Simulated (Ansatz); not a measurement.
# A vacancy of Ge at several sites of amorphous Ge (83 atoms), part 3 of 3

At which site of amorphous Ge (83 atoms) does a vacancy of Ge cost least, and what about the site decides it?

Ansatz 0.2.0; Kohn-Sham DFT, PBE, PAW (set soft_1), plane waves.

The cell: 83 Ge. The quench rate of 20 K/ps far exceeds what a furnace or splat quench reaches. The starting topology of bonds comes from the classical model. Sampling is at Γ alone, for a cell whose shortest periodic width is 12 Å.

So far. Step 6 (Vacancy of Ge, site Ge6): The relaxation converged after 21 steps, 1.02 eV below its start, with a largest force component of 0.039 eV/Å.

## (6) Vacancy of Ge, site Ge6 (continued)

The surroundings of the place of the removed atom, after relaxation: 10 atoms, nearest first, with positions taken from that point. Atoms keep their numbers of the cell before the removal, where the removed atom was number 6.

```
atom      x      y      z  distance (Å)  bonds
Ge49   1.67   1.01   0.46          2.01      4
Ge68  -0.86   1.14  -1.96          2.43      4
Ge82   1.10  -0.75   2.19          2.56      4
Ge83   1.99  -0.24  -1.74          2.65      4
Ge63  -1.01  -2.53  -0.45          2.77      4
Ge25   0.18   2.97   0.55          3.03      4
 Ge3  -2.97   0.38  -0.70          3.08      5
Ge77   0.12  -1.76  -2.54          3.10      4
Ge44  -1.18  -1.86   2.28          3.17      5
 Ge1  -2.94  -0.12   1.79          3.44      4
```

The column of bonds counts only the pairs Ge-Ge within 2.98 Å; other neighbours, such as metal atoms beside each other in a compound, aren't counted, and periodic images can show an atom twice.

The largest move is 1.27 Å, by Ge49.

## (7) Vacancy of Ge, site Ge10

The site has 4 bonded neighbours (Ge4) at 2.51 Å on average. 

Input and log are left out; they have the form of those shown for this kind of step.

Elapsed: 3.3 min, on 8 threads of Arm Neoverse V2, shared host; peak memory 3.3 GiB.

The relaxation converged after 9 steps, 1.41 eV below its start, with a largest force component of 0.032 eV/Å.

## (8) Vacancy of Ge, site Ge22

The site has 4 bonded neighbours (Ge4) at 2.51 Å on average. 

Input and log are left out; they have the form of those shown for this kind of step.

Run time: 4.8 min. Hardware: 8 threads of Arm Neoverse V2, shared host; peak memory 3.3 GiB.

The relaxation converged after 13 steps, 1.37 eV below its start, with a largest force component of 0.030 eV/Å.

The surroundings of the place of the removed atom, after relaxation: 15 atoms, nearest first, with positions taken from that point. Atoms keep their numbers of the cell before the removal, where the removed atom was number 22.

```
atom      x      y      z  distance (Å)  bonds
Ge50   0.38  -1.08  -0.12          1.15      5
Ge24  -1.00   1.14  -0.84          1.73      5
Ge72   2.26   0.26   1.10          2.53      5
Ge11  -1.98   0.49   1.58          2.58      5
Ge49   0.97  -1.58   2.71          3.28      6
Ge68  -2.38  -2.10   1.24          3.41      5
Ge33   2.83  -1.65  -1.32          3.53      4
Ge53   0.21   1.79  -3.07          3.56      4
Ge73   2.78   2.47  -0.31          3.73      5
Ge52  -3.43   0.44  -1.61          3.81      4
Ge25  -0.78  -0.04   3.77          3.85      5
Ge46  -1.69   3.57  -0.16          3.95      4
Ge41   1.41   1.63   3.39          4.02      5
Ge83   1.02  -3.80   1.06          4.08      5
Ge47   2.65   1.68  -2.70          4.13      4
```

The column of bonds counts only the pairs Ge-Ge within 3.12 Å; other neighbours, such as metal atoms beside each other in a compound, aren't counted, and periodic images can show an atom twice.

The largest move is 1.46 Å, by Ge50.

## (9) Vacancy of Ge, site Ge44

The site has 5 bonded neighbours (Ge5) at 2.63 Å on average. 

Input and log are left out; they have the form of those shown for this kind of step.

It took 5.2 min on 8 threads of Arm Neoverse V2, shared host; peak memory 3.3 GiB; 40 min of CPU time.

The relaxation converged after 14 steps, 1.65 eV below its start, with a largest force component of 0.047 eV/Å.

The surroundings of the place of the removed atom, after relaxation: 13 atoms, nearest first, with positions taken from that point. Atoms keep their numbers of the cell before the removal, where the removed atom was number 44.

```
atom      x      y      z  distance (Å)  bonds
 Ge2   0.00  -1.97  -0.08          1.97      5
Ge82   2.02   1.02   0.26          2.28      4
 Ge1  -1.40   1.63  -1.06          2.40      5
Ge63  -0.28  -0.49  -2.53          2.59      6
Ge43   0.51   1.13   2.36          2.67      4
 Ge6   1.18   2.17  -1.91          3.12      7
Ge74  -0.91   2.92   1.33          3.33      4
Ge13   3.21  -0.84  -0.96          3.46      4
Ge20  -2.29  -2.53   0.69          3.49      5
Ge57   1.71  -2.19  -2.49          3.73      5
Ge42   0.23  -3.02   2.28          3.79      5
Ge30  -2.95  -0.78   2.42          3.90      4
Ge69  -3.82   0.77  -0.55          3.93      4
```

The column of bonds counts only the pairs Ge-Ge within 3.12 Å; other neighbours, such as metal atoms beside each other in a compound, aren't counted, and periodic images can show an atom twice.

The largest move is 0.87 Å, by Ge10.

## (10) Vacancy of Ge, site Ge59

The site has 4 bonded neighbours (Ge4) at 2.49 Å on average. 

Input and log are left out; they have the form of those shown for this kind of step.

The job ended after 13 min (8 threads of Arm Neoverse V2, shared host; peak memory 3.4 GiB).

The relaxation converged after 34 steps, 2.58 eV below its start, with a largest force component of 0.049 eV/Å.

The surroundings of the place of the removed atom, after relaxation: 10 atoms, nearest first, with positions taken from that point. Atoms keep their numbers of the cell before the removal, where the removed atom was number 59.

```csv
atom,x,y,z,distance (Å),bonds
Ge76,-0.38,1.88,-0.12,1.92,4
Ge36,-1.54,0.01,1.28,2.00,4
Ge78,1.90,-1.20,0.52,2.31,4
Ge65,-0.46,-2.28,1.46,2.74,5
Ge61,1.74,-0.46,-2.70,3.24,6
Ge15,-0.88,-0.43,-3.13,3.28,5
Ge66,1.67,2.59,-1.44,3.41,4
Ge5,3.25,0.71,-0.80,3.42,5
Ge28,-0.15,3.11,2.03,3.71,4
Ge41,-3.81,-0.35,0.28,3.84,4
```

The column of bonds counts only the pairs Ge-Ge within 3.12 Å; other neighbours, such as metal atoms beside each other in a compound, aren't counted, and periodic images can show an atom twice.

The largest move is 1.11 Å, by Ge34.

## (11) The sites compared

All these cells hold the same atoms, so their energies can be compared with no chemical potential.

```csv
site,neighbours,mean distance (Å),atoms within 6 Å,energy over the best site (eV),before relaxation (eV),gain on relaxing (eV)
Ge6,Ge7,2.85,38,0.00,0.00,1.02
Ge59,Ge4,2.49,35,0.05,1.61,2.58
Ge43,Ge4,2.54,39,0.15,1.00,1.88
Ge44,Ge5,2.63,38,0.39,1.02,1.65
Ge10,Ge4,2.51,37,0.66,1.05,1.41
Ge22,Ge4,2.51,40,0.67,1.03,1.37
```

Neighbours are those of the relaxed host within 3.08 Å (Ge-Ge); other pairs aren't counted.

## (12) What came out

The cheapest site is Ge6 (7 neighbours, Ge7); the dearest, Ge22 (4 neighbours, Ge4), costs 0.67 eV more. By coordination the energies over the best site are 0.05 to 0.67 eV with 4 neighbours, 0.39 eV with 5 neighbours and 0.00 eV with 7 neighbours. Relaxation gains 1.0 to 2.6 eV and leaves the best site the same.

Caveats: Defects are neutral and interact with their images. The defect cells ran without spin polarisation, so cut bonds can't carry moments. In a disordered cell the relaxation can also rearrange atoms far from the site. Only 6 of the 83 Ge sites were tried; unless symmetry makes the others alike to these, a cheaper one may exist. The pressure of 1.8 GPa shows the cell to be compressed for this functional.

The DFT runs together took 51 min of wall time.

[Logs are printed without paths, hosts, clocks, repeated set-up lines and the standing remarks that a program may print on its own settings, such as how far it seeks lower states.]

[Hosts, paths, dates, database ids (printed as entryN), source tags and the programs' standing remarks are cut or masked in the printed files.]
